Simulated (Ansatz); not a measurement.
# Li2W in the C11b ordering: lattice stability ahead of a resistivity run, part 3 of 3

Question: is the lattice of Li2W in the C11b ordering stable, and if so, what are its coupling constant and resistivity?

Ansatz 0.2.0; DFT PBE, scalar-relativistic, plane waves, PAW.

So far. Step 4 (Tight relaxation): The largest force is now 2.3e-4 eV/Å and the largest stress component 0.0092 GPa, small enough for phonons. Step 5 (Lattice stability: q 2×2×2, k 6×6×6): Among the solved wavevectors the lowest mode, translations apart, is -24.2 cm⁻¹, imaginary. The relaxed cell has a = 2.592, c = 14.511 Å (conventional setting).

The structure was built from a prototype and need not be the compound's stable phase.

## 6. Phonons: q 3×3×3, k 9×9×9

An imaginary mode on so few k-points may come from the sampling, so the phonons are repeated with another q and k mesh.

Input file input.yaml:

```yaml
crystal:
  lattice:
    - [2.59189315, 0.0, 1.2754e-06]
    - [0.0, 2.59189315, 1.2754e-06]
    - [1.2959430048, 1.2959430048, 7.2555490578]
  atoms:
    - { symbol: W, position: [0.0, 0.0, 0.0] }
    - { symbol: Li, position: [0.6580616046, 0.6580616046, 0.6838767909] }
    - { symbol: Li, position: [0.3419383954, 0.3419383954, 0.3161232091] }
kpoints:
  mp_grid: { grid: [9, 9, 9] }
hamiltonian:
  xc: pbe
scf:
  occupations: { method: methfessel_paxton, width: 0.2 }
output:
  eigenvalues: true
phonons:
  method: dfpt
  qmesh: [3, 3, 3]
  temperatures: { t_max: 1000, t_step: 50 }
  qpath:
    path:
      - [[0.0, 0.0, 0.0], [0.5, 0.5, 0.5], [0.5, 0.5, 0.75], [0.5, 0.0, 0.5], [0.0, 0.0, 0.0], [0.0, 0.0, 0.5], [0.48404842, 0.0, 0.74202421]]
      - [[0.51595158, 0.0, 0.25797579], [0.0, 0.0, 0.0]]
      - [[0.5, 0.5, 0.5], [0.51595158, 0.48404842, 0.5]]
      - [[0.48404842, 0.48404842, 0.98404842], [0.0, 0.0, 0.5]]
    npoints: 10
```

Started as:

```sh
> ansatz run input.yaml --threads 4 --pin off --max-ram 8192MiB --backend cpu --events-out ev --progress --plain --runs-dir out
```

Numbers of over 12 decimals in the logs are rounded to 6 here.

What it wrote:

```text
[...]
Crystal: 3 atoms, lattice volume = 48.742 Å³
Basis set: ecut = 420 eV, 973 PW (Γ), exchange–correlation on 36×36×108 points (8 copies of the dense FFT grid, shifted against one another)
Bands: 14, of which v1, the nominal top of the filled ones, is band 10 counted from 1 (9 counted from 0)
Symmetry: 16 space group operations
k-points: 205 of 729 (irreducible under 4 space group operations)
[...]
SCF iter   1: F=—  HF=-10792.896691 eV  |F-HF|=—  |Δ(HF+E_count)|=         —  Δρ=9.26e-3  dr2=6.83e-2  ethr=1.77e-3  ⟨swp⟩=4.8  Hψ=13911  notcnv=0
[...]
SCF iter   9: F=-10792.878429 eV  HF=-10792.878429 eV  |F-HF|=1.82e-12  |Δ(HF+E_count)|=  3.64e-12  S|Δr|=    0.00e0  Δρ=6.50e-8  dr2=4.80e-12  ethr=1.00e-12  ⟨swp⟩=6.2  Hψ=11468  notcnv=0
SCF 1 converged in 9 iterations: F = -10792.878429 eV  dr2 = 4.80e-12
[...]
Symmetry: 4 space group operations
k-points: 205 of 729
[...]
SCF iter   1: F=—  HF=-10792.878430 eV  |F-HF|=—  |Δ(HF+E_count)|=         —  Δρ=8.62e-7  dr2=2.35e-9  ethr=8.19e-8  ⟨swp⟩=2.9  Hψ=21196  notcnv=0
eigensolver tolerance schedule: the retry pair's looser diagonalisation over-reported the residual by 6960.76 of it (diagonalisation noise at 0.23 of the residual, at the tolerance the schedule requests for it); recorded, not acted on — ethr = c·dr2/N_el stays at c = 1.0e-1
[...]
SCF iter   2: F=—  HF=-10792.878429 eV  |F-HF|=—  |Δ(HF+E_count)|=   1.12e-6  S|Δr|=    0.00e0  Δρ=1.29e-6  dr2=6.22e-9  ethr=1.18e-11  ⟨swp⟩=2.9  Hψ=5580  notcnv=0
[...]
SCF iter   7: F=-10792.878429 eV  HF=-10792.878429 eV  |F-HF|=3.64e-12  |Δ(HF+E_count)|=    0.00e0  S|Δr|=    0.00e0  Δρ=3.29e-8  dr2=3.51e-12  ethr=1.00e-12  ⟨swp⟩=1.0  Hψ=3690  notcnv=0
SCF 2 converged in 7 iterations: F = -10792.878429 eV  dr2 = 3.51e-12
[...]
SCF converged after 9 iterations
[...]
Free energy (F): -10792.878429 eV
[...]
Internal energy: -10792.869640 eV  (E = F + TS)
E sigma→0 (E₀):  -10792.876232 eV
Entropy (-TS):   -0.008790 eV (-2.930 meV/atom)
Fermi energy:    8.061620 eV
[...]
--- Band table (eV; the first three rows and the last of 205) ---
  k-point 0: bands = [... 6 lower, 1.2143, 4.4598, 4.8675, 6.4281, 7.0120, 11.3597, 11.3597, 13.7970]
  k-point 1: bands = [... 6 lower, 1.2158, 4.4598, 4.8820, 6.2590, 7.1964, 11.3598, 11.3598, 13.7970]
  k-point 2: bands = [... 6 lower, 1.2198, 4.4598, 4.9247, 5.9831, 7.5084, 11.3602, 11.3602, 13.6143]
  k-point 204: bands = [... 6 lower, 3.5124, 6.4569, 6.6487, 9.2730, 11.9620, 12.2312, 12.7566, 14.9980]
[...]
ASR residual: 3.194e-5 → 0.000e0 eV/Å²; symmetrization residual: 1.121e-6 eV/Å²
[...]
ASR residual per site (eV/Å²): 3.19e-5 9.53e-6 9.53e-6
  Γ frequencies (cm⁻¹): 0.00 0.00 0.00 190.99 190.99 197.93 197.93 304.84 353.38
--- Phonons (arbitrary-q DFPT): 10 irreducible q on the 3×3×3 mesh ---
[...]
interpolated dispersion: 94 rows × 9 modes
[...]
```

The job ended after 12 min (4 threads of Arm Neoverse N1, shared host; peak memory 1.4 GiB).

This step gave:

- share of imaginary modes in the plain interpolation between solved wavevectors: 0.0898
- highest frequency, solved or plainly interpolated: 432.9 cm⁻¹

Solved on the 3×3×3 mesh alone; all other wavevectors are interpolated. Phonon branches along the path, in cm⁻¹:

| point | branch 1 | branch 2 | branch 3 | branch 4 | branch 5 | branch 6 | branch 7 | branch 8 | branch 9 |
| --- | --- | --- | --- | --- | --- | --- | --- | --- | --- |
| Γ | 0 | 0 | 0 | 191 | 191 | 198 | 198 | 305 | 353 |
| halfway | 56 | 60 | 128 | 290 | 292 | 314 | 330 | 337 | 357 |
| X | -50 | 158 | 159 | 288 | 301 | 424 | 428 | 429 | 430 |
| halfway | -49 | 158 | 159 | 287 | 302 | 425 | 427 | 430 | 430 |
| P | -49 | 159 | 159 | 286 | 302 | 426 | 426 | 430 | 430 |
| halfway | 30 | 72 | 162 | 298 | 301 | 321 | 328 | 423 | 430 |
| N | -121 | 63 | 137 | 144 | 166 | 315 | 320 | 421 | 431 |
| halfway | -82 | 52 | 122 | 164 | 172 | 304 | 319 | 340 | 345 |
| Γ | 0 | 0 | 0 | 191 | 191 | 198 | 198 | 305 | 353 |
| halfway | 13 | 13 | 34 | 181 | 181 | 207 | 207 | 306 | 347 |
| M | 18 | 18 | 50 | 176 | 176 | 211 | 211 | 308 | 338 |
| halfway | -80 | 40 | 120 | 161 | 179 | 301 | 306 | 336 | 342 |
| S | -121 | 62 | 137 | 144 | 166 | 317 | 318 | 418 | 433 |
| jump to S0 | -121 | 62 | 137 | 144 | 166 | 317 | 318 | 418 | 433 |
| halfway | -84 | 55 | 125 | 165 | 169 | 304 | 326 | 343 | 347 |
| Γ | 0 | 0 | 0 | 191 | 191 | 198 | 198 | 305 | 353 |
| jump to X | -50 | 158 | 159 | 288 | 301 | 424 | 428 | 429 | 430 |
| halfway | -50 | 158 | 159 | 288 | 301 | 424 | 428 | 429 | 430 |
| R | -49 | 158 | 159 | 288 | 301 | 424 | 427 | 428 | 430 |
| jump to G | -49 | 158 | 159 | 288 | 301 | 424 | 427 | 428 | 430 |
| halfway | -24 | 56 | 128 | 272 | 297 | 319 | 325 | 337 | 351 |
| M | 18 | 18 | 50 | 176 | 176 | 211 | 211 | 308 | 338 |

The phonon branches as a text plot (rows in cm⁻¹; labels by their first letter):

```
    421 |        **************              ***      ***
    398 |       **    **      *             **  *       **
    375 |      **      *       *           **    *       **
    352 |*******        *      *******    **      ****   ***
    329 |    **             *****     *************        ******
    306 |********************************************************
    283 |   * *** ****** *       *       *         *  ********
    260 |   **           *                                   *
    237 |  **             *       *     **          *       * *
    214 | **                      ** ****            *       ****
    191 |**                *     ***** * **         **        **
    167 |         ****************    ********** ***  **        *
    144 |      ****  **     ****           *******     ****
    121 |    ** *      *        *         *       *      * **
     98 |   *  *        *        *                 *         *
     75 |  *                             *     **         *   *
     52 |   ****         **********   ***  ****  ****      *   **
     29 | ** *  *                 ** *** **         **      *****
      6 |** *                      *** *             *       ***
    -17 |  *     *      *          *                 *     **
    -40 |         ****** *        *     **          * *****
    -63 |                        *                 *
    -86 |                 *    **         **     **
   -110 |                  ****             *****
         Γ         X P      N       Γ  M     S|S     R|G        M
```

Lowest modes at the softest wavevector of the mesh. Modes at q = (0.000, -0.333, 0.333), with each element's share of the kinetic energy (negative means imaginary):

| mode | frequency (cm⁻¹) | W % | Li % |
| --- | --- | --- | --- |
| 1 | -102.9 | 99 | 1 |
| 2 | 46.6 | 98 | 2 |
| 3 | 146.2 | 99 | 1 |
| 4 | 151.5 | 0 | 100 |
| 5 | 159.0 | 1 | 99 |
| 6 | 308.2 | 1 | 99 |

Displacements in mode 1 (-102.9 cm⁻¹), the largest set to 1, in the home cell (x, y, z of the real part, then of the imaginary part):
```
W1   1.00  0.00  0.00  0.00  0.00  0.00
Li2  0.16  0.00  0.00  0.27  0.00  0.00
Li3  0.16  0.00  0.00 -0.27  0.00  0.00
```

Displacements in mode 6 (308.2 cm⁻¹), the largest set to 1, in the home cell (x, y, z of the real part, then of the imaginary part):
```
W1   0.00 -0.03  0.00  0.00  0.00  0.00
Li2  0.00  0.01  0.87  0.00  0.02 -0.50
Li3  0.00  0.01  0.87  0.00 -0.02  0.50
```

The modes has structure finer than the step of the table below, so its rows give means over 20 cm⁻¹, whole bins alone (the curve runs from -131 to 456 cm⁻¹). Peaks (cm⁻¹: height): Li 186.6: 0.0183, 304.6: 0.0759, 371.0: 0.0199, 422.7: 0.0383; W -42.2: 0.0130, 57.4: 0.0259, 98.0: 0.0102, 120.2: 0.0121, 157.1: 0.0327.

Phonopy on the run's constants, 21x21x9 mesh, Gaussian sigma 4.2 cm⁻¹. The modes by wavenumber; means over each step; values in 1/cm⁻¹/cell:

| wavenumber (cm⁻¹) | Li | W |
| --- | --- | --- |
| -120 | 2.1e-6 | 0.00326 |
| -100 | 2.2e-5 | 0.00576 |
| -80 | 5.1e-5 | 0.00624 |
| -60 | 7.3e-5 | 0.00484 |
| -40 | 1.1e-4 | 0.0104 |
| -20 | 1.5e-4 | 0.00801 |
| 0 | 6.7e-5 | 0.00246 |
| 20 | 1.9e-4 | 0.00757 |
| 40 | 5.8e-4 | 0.0202 |
| 60 | 2.6e-4 | 0.0204 |
| 80 | 4.8e-5 | 0.00408 |
| 100 | 3.3e-5 | 0.00718 |
| 120 | 8.2e-5 | 0.00879 |
| 140 | 0.00347 | 0.0144 |
| 160 | 0.00969 | 0.0237 |
| 180 | 0.0142 | 9.5e-4 |
| 200 | 0.0125 | 2.4e-4 |
| 220 | 0.0137 | 1.9e-4 |
| 240 | 0.00936 | 9.6e-5 |
| 260 | 0.0105 | 6.8e-5 |
| 280 | 0.0142 | 7.6e-5 |
| 300 | 0.0553 | 5.5e-4 |
| 320 | 0.0361 | 2.1e-4 |
| 340 | 0.0311 | 1.6e-4 |
| 360 | 0.0134 | 1.8e-5 |
| 380 | 0.0144 | 1.1e-5 |
| 400 | 0.0201 | 1.5e-5 |
| 420 | 0.0338 | 1.8e-5 |
| 440 | 0.00636 | 0 |

No LO-TO term; unit eigenvectors of the mass-weighted matrix. The modes at Γ (shares of kinetic energy by element, %):

| mode | frequency (cm⁻¹) | symmetry | W % | Li % |
| --- | --- | --- | --- | --- |
| 1 | 0.0 | unnamed | 93 | 7 |
| 2 | 0.0 | unnamed | 93 | 7 |
| 3 | 0.0 | unnamed | 93 | 7 |
| 4 | 191.0 | Eg | 0 | 100 |
| 5 | 191.0 | Eg | 0 | 100 |
| 6 | 197.9 | Eu | 7 | 93 |
| 7 | 197.9 | Eu | 7 | 93 |
| 8 | 304.8 | A2u | 7 | 93 |
| 9 | 353.4 | A1g | 0 | 100 |

Displacements in mode 5 (191.0 cm⁻¹), the largest set to 1:
```
W1   0.00  0.00  0.00
Li2 -1.00 -0.51  0.00
Li3  1.00  0.51  0.00
```

Displacements in mode 9 (353.4 cm⁻¹), the largest set to 1:
```
W1   0.00  0.00  0.00
Li2  0.00  0.00 -1.00
Li3  0.00  0.00  1.00
```

Among the solved wavevectors the lowest mode, translations apart, is -103 cm⁻¹, imaginary.

## 7. Coupling and resistivity: q 3×3×3, k 9×9×9, scattering 12×12×12

Phonons, couplings and the Boltzmann equation in one run.

input.yaml, as its differences from that of step 6:

```diff
@@ -28 +28,4 @@
     npoints: 10
+  electrical_resistivity:
+    mesh: [12, 12, 12]
+    temperatures: [20.0, 50.0, 77.0, 100.0, 150.0, 200.0, 300.0, 400.0, 600.0, 800.0]
```

What it wrote:

```text
[the first part of the log is left out]
  E_ewald      = -1047.266167
  E_smearing   = -0.008790  (= −TS)
  E_closure    = 0.000000  (closes the sum)
  Σ components = -10792.878429   (vs F -10792.878429, Δ=0.00e0)
--- Band table (eV; the first three rows and the last of 205) ---
  k-point 0: bands = ["-65.4639", "-37.5832", "-37.5770", "-29.7768", "-28.9944", "-28.9944", "1.2143", "4.4598", "4.8675", "6.4281", "7.0120", "11.3597", "11.3597", "13.7970"]
  k-point 1: bands = ["-65.4639", "-37.5833", "-37.5770", "-29.7768", "-28.9944", "-28.9944", "1.2158", "4.4598", "4.8820", "6.2590", "7.1964", "11.3598", "11.3598", "13.7970"]
  k-point 2: bands = ["-65.4639", "-37.5834", "-37.5768", "-29.7768", "-28.9944", "-28.9944", "1.2198", "4.4598", "4.9247", "5.9831", "7.5084", "11.3602", "11.3602", "13.6143"]
  k-point 204: bands = ["-65.2405", "-37.5107", "-37.5106", "-30.2110", "-30.2068", "-29.4584", "3.5124", "6.4569", "6.6487", "9.2730", "11.9620", "12.2312", "12.7566", "14.9980"]
--- Phonons (Γ-DFPT): 4 representative perturbations + reference (Σ response iterations 16) ---
  ASR residual: 2.951e-5 → 0.000e0 eV/Å²; symmetrization residual: 2.821e-7 eV/Å²
  The last average, over the group as it would stand without the narrowing to the FFT grids, took up to 7.407e-7 eV/Å² of the zone centre's force constants
  ASR residual per site (eV/Å²): 2.95e-5 1.19e-5 1.19e-5
  Γ frequencies (cm⁻¹): 0.00 0.00 0.00 190.99 190.99 197.93 197.93 304.84 353.38
--- Phonons (arbitrary-q DFPT): 10 irreducible q on the 3×3×3 mesh ---
  q = [0.0000, 0.0000, 0.0000] (star 1, of the zone-centre solve; hermiticity 1.28e-7, symmetrization 1.17e-13, taken by the last average 1.72e-7): -0.00 -0.00 0.00 190.99 190.99 197.93 197.93 304.84 353.38
  q = [0.0000, 0.0000, 0.3333] (star 2, 4 solved perturbations in 2268 linear systems a pass and spin channel, the states on 729 of 729 k-point pairs; hermiticity 1.71e-7, symmetrization 2.28e-13, taken by the last average 2.06e-7): 15.93 15.93 42.62 178.19 178.19 209.16 209.16 306.70 342.75
  q = [0.0000, 0.3333, 0.0000] (star 4, 6 solved perturbations on 729 of 729 k-point pairs: no pair is spared here; hermiticity 2.93e-8, symmetrization 4.48e-13, taken by the last average 5.16e-8): -102.77 59.85 146.08 150.63 158.91 305.78 332.86 374.12 390.21
  q = [0.0000, 0.3333, 0.3333] (star 4, 6 solved perturbations on 729 of 729 k-point pairs: no pair is spared here; hermiticity 2.90e-8, symmetrization 3.07e-13, taken by the last average 5.17e-8): -102.77 59.85 146.08 150.63 158.91 305.78 332.86 374.12 390.21
  q = [0.0000, 0.3333, -0.3333] (star 4, 6 solved perturbations on 729 of 729 k-point pairs: no pair is spared here; hermiticity 3.47e-8, symmetrization 4.75e-15, taken by the last average 5.11e-8): -102.92 46.61 146.18 151.50 159.00 308.16 326.45 364.51 396.77
  q = [0.3333, 0.3333, 0.0000] (star 2, 4 solved perturbations in 2268 linear systems a pass and spin channel, the states on 729 of 729 k-point pairs; hermiticity 2.98e-8, symmetrization 8.44e-14, taken by the last average 1.55e-16): -27.62 109.04 147.58 291.20 312.64 360.38 377.02 380.56 400.72
  q = [0.3333, 0.3333, 0.3333] (star 2, 4 solved perturbations in 2268 linear systems a pass and spin channel, the states on 729 of 729 k-point pairs; hermiticity 3.09e-8, symmetrization 5.55e-14, taken by the last average 6.66e-8): 43.70 109.10 145.96 293.12 310.50 363.42 368.59 380.40 400.14
  q = [0.3333, 0.3333, -0.3333] (star 2, 4 solved perturbations in 2268 linear systems a pass and spin channel, the states on 729 of 729 k-point pairs; hermiticity 3.08e-8, symmetrization 6.46e-14, taken by the last average 1.55e-16): -27.62 109.04 147.58 291.20 312.64 360.38 377.02 380.56 400.72
  q = [0.3333, -0.3333, 0.0000] (star 2, 4 solved perturbations in 2196 linear systems a pass and spin channel, the states on 729 of 729 k-point pairs; hermiticity 2.82e-8, symmetrization 8.89e-15, taken by the last average 6.51e-8): 43.70 109.10 145.96 293.12 310.50 363.42 368.59 380.40 400.14
  q = [0.3333, -0.3333, 0.3333] (star 4, 6 solved perturbations on 729 of 729 k-point pairs: no pair is spared here; hermiticity 3.28e-8, symmetrization 6.39e-14, taken by the last average 6.59e-8): -27.62 109.04 147.58 291.20 312.64 360.38 377.02 380.56 400.72
  sum rule: each row above includes the acoustic sum rule's correction from the zone centre's row sums; it moved no ω² by more than (0.69 cm⁻¹)²
  mesh force constants: q→R imaginary residual 0.00e0; ASR residual 2.951e-5 → 0.000e0 eV/Å²; symmetrization residual 2.665e-15 eV/Å²
  interpolated dispersion: 94 rows × 9 modes
  density of states and harmonic sums: on the 24×24×9 q-mesh, interpolated from the force constants of a 3×3×3 supercell (no non-analytic term)
  largest difference from the sums on the solved wave vectors: F 2.80e-2 eV, S 3.48e-5 and C_V 7.01e-6 eV/K
  zero-point energy: 0.128907 eV/cell   skipped modes (ω ≤ 0): 930, of them read as no rigid motion or as one in doubt: 927 (7.718e-1 modes/cell left out, lowest -121.09 cm⁻¹)   left out of the sums: 8.58e-2 of the cell's modes: C_V's classical limit lies that fraction below 3 k_B per atom; for a crystal, a wire or a layer, F and S can be off by more, and a phonons.interpolated_qmesh denser along its periods is the remedy for the sampling
Error: electrical resistivity: the mode of lowest frequency at the wavevector [0.0000, -0.5000, 0.2500] is imaginary, -121.09 cm⁻¹ (written negative): the force constants describe an unstable lattice; relax the structure, enlarge phonons.supercell (under dfpt, kpoints.mp_grid), or, with a block electrical_resistivity or superconductivity, name a file of force constants under which the crystal is stable (phonons.electron_phonon_force_constants)
The harmonic force constants that this run solved are whole in <dir>
```

Wall time 14 min (4 threads); peak memory 1.4 GiB.

The run ended with an error.

The program's message: “electrical resistivity: the mode of lowest frequency at the wavevector [0.0000, -0.5000, 0.2500] is imaginary, -121.09 cm⁻¹ (written negative): the force constants describe an unstable lattice; relax …”

The run stops because a mode is imaginary on the scattering mesh, where no scattering rate is defined; denser k meshes, other smearings and, between solved wavevectors, finer q meshes show whether the instability is real.

## 8. Outcome

```yaml
phonon_run_of_the_rows_without_a_label_of_their_own: PBE, q 3×3×3, k 9×9×9
softest_mode_on_the_q_mesh: -103 cm⁻¹ at q = (0, -0.333, 0.333)
highest_frequency_solved_or_plainly_interpolated: 433 cm⁻¹
```

The lattice is dynamically unstable at this level: a mode at q = (0, -0.333, 0.333) is imaginary, 103i cm⁻¹, so no harmonic coupling constant or resistivity is defined for this structure. These meshes are coarse, and single modes of a metal can move by tens of cm⁻¹ with the k mesh. The coarser mesh found an imaginary mode at another wavevector, which this mesh lacks. Spin–orbit coupling, left out here, matters for W. The structure was built by hand as an ordered model, and its stability against other phases was not tested.

[Logs are printed without paths, hosts, clocks, repeated set-up lines and the standing remarks that a program may print on its own settings, such as how far it seeks lower states.]

[Hosts, paths, dates, database ids (printed as entryN), source tags and the programs' standing remarks are cut or masked in the printed files.]
